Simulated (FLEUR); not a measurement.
## Nickel: which magnetic order is lowest

A self-consistent run ends on one state, which hangs on the start. Several orders of Nickel are started in FLEUR and their energies compared.

Calculated with FLEUR MaX-R8.1; PBEsol; all-electron FLAPW, Dirac cores, scalar-relativistic bands.

This is a report of a sequence of runs, with most program output left out.

### 1. Set-up

Symmetry: Fm-3m, No. 225, cubic system. The conventional cell has a = 3.524 Å, b = 3.524 Å, c = 3.524 Å, α = 90.00°, β = 90.00°, γ = 90.00°. Nearest to Ni lie 12 Ni at 2.49 Å.

Structure file:

```xyz
1
Lattice="0.0000 1.7619 1.7619 1.7619 0.0000 1.7619 1.7619 1.7619 0.0000" Properties=species:S:1:pos:R:3 pbc="T T T"
Ni    0.0000    0.0000    0.0000
```

### 2. Order 1, typed as ferro +

The parallel start is the test of whether parallel moments hold.

inpgen writes inp.xml from crystal.txt; cutoffs, mixing, functional, smearing and local orbitals are then set in the file. The k list default-1 (kpts.xml, not shown) is a Γ-centred 18×18×18 mesh; where the ranks do not divide the number of points, some are split in two of half the weight.

The input, inp.xml:

```
<?xml version="1.0" encoding="UTF-8" standalone="no"?>
<fleurInput fleurInputVersion="0.39">
   <comment>
      Ni
   </comment>
   <calculationSetup>
      <cutoffs Kmax="3.6" Gmax="10.8" GmaxXC="10.8" numbands="0"/>
      <scfLoop itmax="90" minDistance="0.00002" maxIterBroyd="15" imix="Anderson" alpha="0.05" precondParam="0.0" spinf="2.0" sdNocoIR="T"/>
      <coreElectrons ctail="T" frcor="F" kcrel="1" coretail_lmax="0"/>
      <xcFunctional name="PBEs" relativisticCorrections="F"/>
      <magnetism jspins="2"/>
      <soc l_soc="F" theta="0.0" phi="0.0" spav="F"/>
      <expertModes spex="0" secvar="F"/>
      <geometryOptimization l_f="F" forcealpha="1.0" forcemix="BFGS" epsdisp="0.00001" epsforce="0.00001"/>
      <ldaU l_linMix="F" mixParam="0.05" spinf="1.0"/>
   </calculationSetup>
   <cell>
      <bzIntegration valenceElectrons="18.0" mode="hist" fermiSmearingEnergy="0.00183747">
         <kPointListSelection listName="default-1"/>
         <xi:include xmlns:xi="http://www.w3.org/2001/XInclude" href="kpts.xml"> </xi:include>
      </bzIntegration>
      <xi:include xmlns:xi="http://www.w3.org/2001/XInclude" href="sym.xml"> </xi:include>
      <bulkLattice scale="1.0">
         <bravaisMatrix>
            <row-1>    0.0000000000000000     3.3295745993471009     3.3295745993471009</row-1>
            <row-2>    3.3295745993471009     0.0000000000000000     3.3295745993471009</row-2>
            <row-3>    3.3295745993471009     3.3295745993471009     0.0000000000000000</row-3>
         </bravaisMatrix>
      </bulkLattice>
   </cell>
   <atomSpecies>
      <species name="Nickel (Ni1.000" element="Ni" atomicNumber="28">
         <mtSphere radius="2.3" gridPoints="761" logIncrement="0.016"/>
         <atomicCutoffs lmax="8" lnonsphr="6"/>
         <electronConfig flipSpins="F">
            <coreConfig>(1s1/2) (2s1/2) (2p1/2) (2p3/2)</coreConfig>
            <valenceConfig>(3s1/2) (3p1/2) (3p3/2) (4s1/2) (3d3/2) (3d5/2)</valenceConfig>
            <stateOccupation state="(3d3/2)" spinUp="1.6" spinDown="1.6"/>
            <stateOccupation state="(3d5/2)" spinUp="2.9" spinDown="1.9"/>
         </electronConfig>
         <energyParameters s="4" p="4" d="3" f="4"/>
         <lo type="SCLO" l="0" n="3" eDeriv="0"/>
         <lo type="SCLO" l="1" n="3" eDeriv="0"/>
      </species>
   </atomSpecies>
   <atomGroups>
      <atomGroup species="Nickel (Ni1.000">
         <relPos label="                   1">.0000000000 .0000000000 .0000000000</relPos>
         <force calculate="T" relaxXYZ="TTT"/>
      </atomGroup>
   </atomGroups>
   <output dos="F" band="F" slice="F">
      <bandDOS minEnergy="-.5*Htr" maxEnergy="0.5*Htr" sigma="0.015" storeEVData="T"/>
      <plotting iplot="0" polar="F">
         <plot TwoD="T" vec1="  1.0  0.0  0.0" vec2="  0.0  1.0  0.0" vec3="  0.0  0.0  1.0" zero="  0.0  0.0  0.0" file="plot"/>
      </plotting>
      <moessbauerParams electricFieldGradient="F" isomerShift="T" coreHyperfine="T" valenceHyperfine="T"/>
   </output>
</fleurInput>
```

The input, crystal.txt:

```
Ni
&input film=F cartesian=F /
0.00000000000  1.76193500000  1.76193500000
1.76193500000  0.00000000000  1.76193500000
1.76193500000  1.76193500000  0.00000000000
1.8897261246
1.0 1.0 1.0

1
28 0.00000000000  0.00000000000  0.00000000000 : 1.000

&kpt div1=18 div2=18 div3=18 gamma=T /
```

On the command line:

```console
OMP_NUM_THREADS=1 inpgen -f crystal.txt > inpgen.log  # inp.xml is then edited as shown
OMP_NUM_THREADS=1 mpirun -n 4 fleur_MPI > fleur.log
```

Wall time 13 s (4 MPI ranks of Arm Neoverse N1, shared host); peak memory 0.17 GiB.

Numbers from this step:

- free energy: -41349.1812 eV
- program's band gap on this mesh (in a metal only a level spacing): 0.005248 eV
- magnetization: 0.6188 μB
- final state: ferromagnetic
- largest moment: 0.6455 μB

After 17 cycles the largest moment stands at 0.646 μB.

### 3. Run 2 (antiferro q=(0,1/2,1/2) +-)

Reversing part of the moments tests the sign of the couplings between them.

This order needs a doubled cell of 2 atoms. The mesh is halved along the doubled vector, so that both cells sample the same points. The k list default-1 (kpts.xml, not shown) is a Γ-centred 18×9×18 mesh.

inp.xml: that of step 2 with these lines changed.

```diff
@@ -17,3 +17,3 @@
    <cell>
-      <bzIntegration valenceElectrons="18.0" mode="hist" fermiSmearingEnergy="0.00183747">
+      <bzIntegration valenceElectrons="36.0" mode="hist" fermiSmearingEnergy="0.00183747">
          <kPointListSelection listName="default-1"/>
@@ -25,4 +25,4 @@
             <row-1>    0.0000000000000000     3.3295745993471009     3.3295745993471009</row-1>
-            <row-2>    3.3295745993471009     0.0000000000000000     3.3295745993471009</row-2>
-            <row-3>    3.3295745993471009     3.3295745993471009     0.0000000000000000</row-3>
+            <row-2>    6.6591491986942017     0.0000000000000000     6.6591491986942017</row-2>
+            <row-3>    6.6591491986942017     3.3295745993471009     3.3295745993471009</row-3>
          </bravaisMatrix>
@@ -44,2 +44,15 @@
       </species>
+      <species name="Nickel (Ni-1.000" element="Ni" atomicNumber="28">
+         <mtSphere radius="2.3" gridPoints="761" logIncrement="0.016"/>
+         <atomicCutoffs lmax="8" lnonsphr="6"/>
+         <electronConfig flipSpins="F">
+            <coreConfig>(1s1/2) (2s1/2) (2p1/2) (2p3/2)</coreConfig>
+            <valenceConfig>(3s1/2) (3p1/2) (3p3/2) (4s1/2) (3d3/2) (3d5/2)</valenceConfig>
+            <stateOccupation state="(3d3/2)" spinUp="1.6" spinDown="1.6"/>
+            <stateOccupation state="(3d5/2)" spinUp="1.9" spinDown="2.9"/>
+         </electronConfig>
+         <energyParameters s="4" p="4" d="3" f="4"/>
+         <lo type="SCLO" l="0" n="3" eDeriv="0"/>
+         <lo type="SCLO" l="1" n="3" eDeriv="0"/>
+      </species>
    </atomSpecies>
@@ -48,2 +61,6 @@
          <relPos label="                   1">.0000000000 .0000000000 .0000000000</relPos>
+         <force calculate="T" relaxXYZ="TTT"/>
+      </atomGroup>
+      <atomGroup species="Nickel (Ni-1.000">
+         <relPos label="                   2">.0000000000 1.000/2.000 .0000000000</relPos>
          <force calculate="T" relaxXYZ="TTT"/>
```

The input, crystal.txt:

```
Ni
&input film=F cartesian=F /
0.00000000000  1.76193500000  1.76193500000
3.52387000000  0.00000000000  3.52387000000
3.52387000000  1.76193500000  1.76193500000
1.8897261246
1.0 1.0 1.0

2
28 0.00000000000  0.00000000000  0.00000000000 : 1.000
28 0.00000000000  0.50000000000  0.00000000000 : -1.000

&kpt div1=18 div2=9 div3=18 gamma=T /
```

The job ended after 8.6 min (4 MPI ranks; peak memory 0.31 GiB; 34 min of CPU time).

Read from the output:

```
free energy                                                       : -82698.2599 eV
program's band gap on this mesh (in a metal only a level spacing) : 1.53e-8 eV
final state                                                       : non-magnetic
```

It lies 51.3 meV a seeded atom over the first start.

### 4. Order 3, typed as no spin polarisation

Without spin polarisation no moment can form, so the difference from the other runs is what forming moments gains.

The k list default-1 (kpts.xml, not shown) is a Γ-centred 18×18×18 mesh.

The input, inp.xml:

```
<?xml version="1.0" encoding="UTF-8" standalone="no"?>
<fleurInput fleurInputVersion="0.39">
   <comment>
      Ni
   </comment>
   <calculationSetup>
      <cutoffs Kmax="3.6" Gmax="10.8" GmaxXC="10.8" numbands="0"/>
      <scfLoop itmax="90" minDistance="0.00002" maxIterBroyd="15" imix="Anderson" alpha="0.05" precondParam="0.0" spinf="2.0" sdNocoIR="T"/>
      <coreElectrons ctail="T" frcor="F" kcrel="1" coretail_lmax="0"/>
      <xcFunctional name="PBEs" relativisticCorrections="F"/>
      <magnetism jspins="1"/>
      <soc l_soc="F" theta="0.0" phi="0.0" spav="F"/>
      <expertModes spex="0" secvar="F"/>
      <geometryOptimization l_f="F" forcealpha="1.0" forcemix="BFGS" epsdisp="0.00001" epsforce="0.00001"/>
      <ldaU l_linMix="F" mixParam="0.05" spinf="1.0"/>
   </calculationSetup>
   <cell>
      <bzIntegration valenceElectrons="18.0" mode="hist" fermiSmearingEnergy="0.00183747">
         <kPointListSelection listName="default-1"/>
         <xi:include xmlns:xi="http://www.w3.org/2001/XInclude" href="kpts.xml"> </xi:include>
      </bzIntegration>
      <xi:include xmlns:xi="http://www.w3.org/2001/XInclude" href="sym.xml"> </xi:include>
      <bulkLattice scale="1.0">
         <bravaisMatrix>
            <row-1>    0.0000000000000000     3.3295745993471009     3.3295745993471009</row-1>
            <row-2>    3.3295745993471009     0.0000000000000000     3.3295745993471009</row-2>
            <row-3>    3.3295745993471009     3.3295745993471009     0.0000000000000000</row-3>
         </bravaisMatrix>
      </bulkLattice>
   </cell>
   <atomSpecies>
      <species name="Nickel (Ni)" element="Ni" atomicNumber="28">
         <mtSphere radius="2.3" gridPoints="761" logIncrement="0.016"/>
         <atomicCutoffs lmax="8" lnonsphr="6"/>
         <electronConfig flipSpins="F">
            <coreConfig>(1s1/2) (2s1/2) (2p1/2) (2p3/2)</coreConfig>
            <valenceConfig>(3s1/2) (3p1/2) (3p3/2) (4s1/2) (3d3/2) (3d5/2)</valenceConfig>
            <stateOccupation state="(3d3/2)" spinUp="1.600000" spinDown="1.600000"/>
            <stateOccupation state="(3d5/2)" spinUp="2.400000" spinDown="2.400000"/>
         </electronConfig>
         <energyParameters s="4" p="4" d="3" f="4"/>
         <lo type="SCLO" l="0" n="3" eDeriv="0"/>
         <lo type="SCLO" l="1" n="3" eDeriv="0"/>
      </species>
   </atomSpecies>
   <atomGroups>
      <atomGroup species="Nickel (Ni)">
         <relPos label="                   1">.0000000000 .0000000000 .0000000000</relPos>
         <force calculate="T" relaxXYZ="TTT"/>
      </atomGroup>
   </atomGroups>
   <output dos="F" band="F" slice="F">
      <bandDOS minEnergy="-.5*Htr" maxEnergy="0.5*Htr" sigma="0.015" storeEVData="T"/>
      <plotting iplot="0" polar="F">
         <plot TwoD="T" vec1="  1.0  0.0  0.0" vec2="  0.0  1.0  0.0" vec3="  0.0  0.0  1.0" zero="  0.0  0.0  0.0" file="plot"/>
      </plotting>
      <moessbauerParams electricFieldGradient="F" isomerShift="T" coreHyperfine="T" valenceHyperfine="T"/>
   </output>
</fleurInput>
```

The input, crystal.txt:

```
Ni
&input film=F cartesian=F /
0.00000000000  1.76193500000  1.76193500000
1.76193500000  0.00000000000  1.76193500000
1.76193500000  1.76193500000  0.00000000000
1.8897261246
1.0 1.0 1.0

1
28 0.00000000000  0.00000000000  0.00000000000

&kpt div1=18 div2=18 div3=18 gamma=T /
```

Wall time 6.5 s (4 MPI ranks); peak memory 0.2 GiB; 25 s of CPU time.

Read from the output:

```
free energy                                                       : -41349.1299 eV
program's band gap on this mesh (in a metal only a level spacing) : 0.005090 eV
final state                                                       : non-magnetic (no spin polarisation)
```

It lies 51.3 meV a seeded atom over the first start.

### 5. The states side by side

Free energies are divided by the number of seeded atoms, so that cells of unlike size compare. Wavevectors q in the names are fractions of the primitive cell's reciprocal vectors.

Orders:

```tsv
start	final state	typed order kept	energy over the lowest (meV a seeded atom)	largest sphere moment (μB)	net moment (μB a primitive cell)	mesh matched	CPU time (s)
ferro +	ferromagnetic	yes	0	0.6455	0.6188	yes	50.13
antiferro q=(0,1/2,1/2) +-	non-magnetic	no	51.3	0	0	yes	2053
no spin polarisation	non-magnetic	-	51.3	0	0	yes	24.56
```

### 6. Spin–orbit coupling, moments along [001]

Spin–orbit coupling ties the spins to the lattice and lets orbital moments form.

A new self-consistent run of the start ferro +, with the moments along z.

inp.xml: that of step 2 with these lines changed.

```diff
@@ -6,3 +6,3 @@
    <calculationSetup>
-      <cutoffs Kmax="3.6" Gmax="10.8" GmaxXC="10.8" numbands="0"/>
+      <cutoffs Kmax="3.6" Gmax="10.8" GmaxXC="10.8" numbands="38"/>
       <scfLoop itmax="90" minDistance="0.00002" maxIterBroyd="15" imix="Anderson" alpha="0.05" precondParam="0.0" spinf="2.0" sdNocoIR="T"/>
@@ -11,3 +11,3 @@
       <magnetism jspins="2"/>
-      <soc l_soc="F" theta="0.0" phi="0.0" spav="F"/>
+      <soc l_soc="T" theta="0.0" phi="0.0" spav="F"/>
       <expertModes spex="0" secvar="F"/>
```

crystal.txt: that of step 2 with these lines changed.

```diff
@@ -11,2 +11,3 @@
 
+&soc 0.0000000 0.0000000 /
 &kpt div1=18 div2=18 div3=18 gamma=T /
```

It took 1.8 min on 4 MPI ranks; peak memory 0.33 GiB.

Read from the output:

```
free energy                                                       : -41349.2059 eV
program's band gap on this mesh (in a metal only a level spacing) : 0 eV
magnetization                                                     : 0.6158 μB
final state                                                       : ferromagnetic
largest moment                                                    : 0.6423 μB
orbital moment along the spin                                     : 0.04756 μB
```

Orbital moment in the sphere, along the spin axis by atom:

```tsv
atom	orbital moment in the sphere, along the spin axis (μB)
Ni1	0.0476
```

Fields along z, the direction of positive moments; semicore shells count as valence. Hyperfine fields at the nuclei:

```tsv
atom	core contact (T)	valence contact (T)	dipolar (T)	orbital (T)	sum (T)	density at the nucleus (e/bohr³)
Ni1	-21.03	10.21	-0.01021	4.142	-6.682	19650
```

### 7. Summary of results

```yaml
lowest_state_found: ferromagnetic (typed ferro +)
largest_site_spin_moment: 0.646 μB
next_finished_state: non-magnetic, 51.3 meV a seeded atom higher
energy_gained_by_spin_polarisation: 51.3 meV a seeded atom
hyperfine_field_at_ni1_along_its_moment: -6.68 T
orbital_moment_on_the_atom_of_largest_spin_along_its_spin_spin_orbit_run: 0.0476 μB
```

What this shows: The lowest state found is ferromagnetic, reached from the start ferro +, with moments up to 0.646 μB. 1 start left the typed pattern (a sign turned, or a seeded moment died or shrank under 0.15 μB), so such an energy belongs to the state reached, not the one typed. At Ni1 the core shells give -21.0 T and the valence and semicore s states 10.2 T along the moment, -16.8 T per μB together; orbital and dipolar parts add 4.1 T. Semilocal functionals tend to give too weak a core polarisation. On the atom of largest spin the orbital moment is almost quenched. This is the lowest of 3 finished starts, no proof of the ground state.

[Logs and program files are shortened in this print: banners, set-up blocks, solver, clock and traceback lines can be left out without a mark of their own.]

[Logs are printed without paths, hosts, clocks, repeated set-up lines and the standing remarks that a program may print on its own settings, such as how far it seeks lower states.]

[Hosts, paths, dates, database ids (printed as entryN), source tags and the programs' standing remarks are cut or masked in the printed files.]

[Where a cell is said to come from a database of computed structures, the database is the Materials Project.]
